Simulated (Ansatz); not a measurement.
# The potential step between two gates: graphene under 1T-SiO2, AA'

Two oppositely charged gates put a neutral stack in a displacement field D. The voltage between them is D/ε₀ times an electrical distance, shorter than the real one because the stack screens.

How it was computed: Ansatz 0.2.0, plane waves with PAW datasets (its set soft_2), LDA; isolated slab, charged sheets 6 Å from the outer atoms behind model barriers, atoms held. Voltages count from the uncharged case.

| run | D/ε₀ (V/nm) | step in an electron's potential, upper less lower gate (eV) |
| --- | --- | --- |
| run 1 | −1.810 | −2.226 |
| run 2 | 0.000 | 0.000 |
| run 3 | 0.905 | 1.113 |
| run 4 | 1.810 | 2.226 |
| run 5 | 2.714 | 3.339 |
| run 6 | 3.619 | ? |

**Question.** What value belongs in the row marked “?”, and how far can the other rows tell?

A least-squares line through the 5 rows shown has slope 1.2300 and intercept 0.0001; no row lies more than 0.001 eV off it. The size of the slope, 1.230 nm, is the electrical distance; the sheets are 1.713 nm apart, and screening reaches beyond the outer atoms. At 3.619 it gives 1.2300 × 3.619 + 0.0001 = 4.451 eV, beyond the rows fitted. Rounding and scatter of the rows alone allow about ±0.001 eV there.

The run itself gives 4.451 eV: a miss of 0.000 eV, or 0.0 % of the value. Screening stays linear to within 1 % over this range.

Caveats: The gates are model sheets, not atoms.
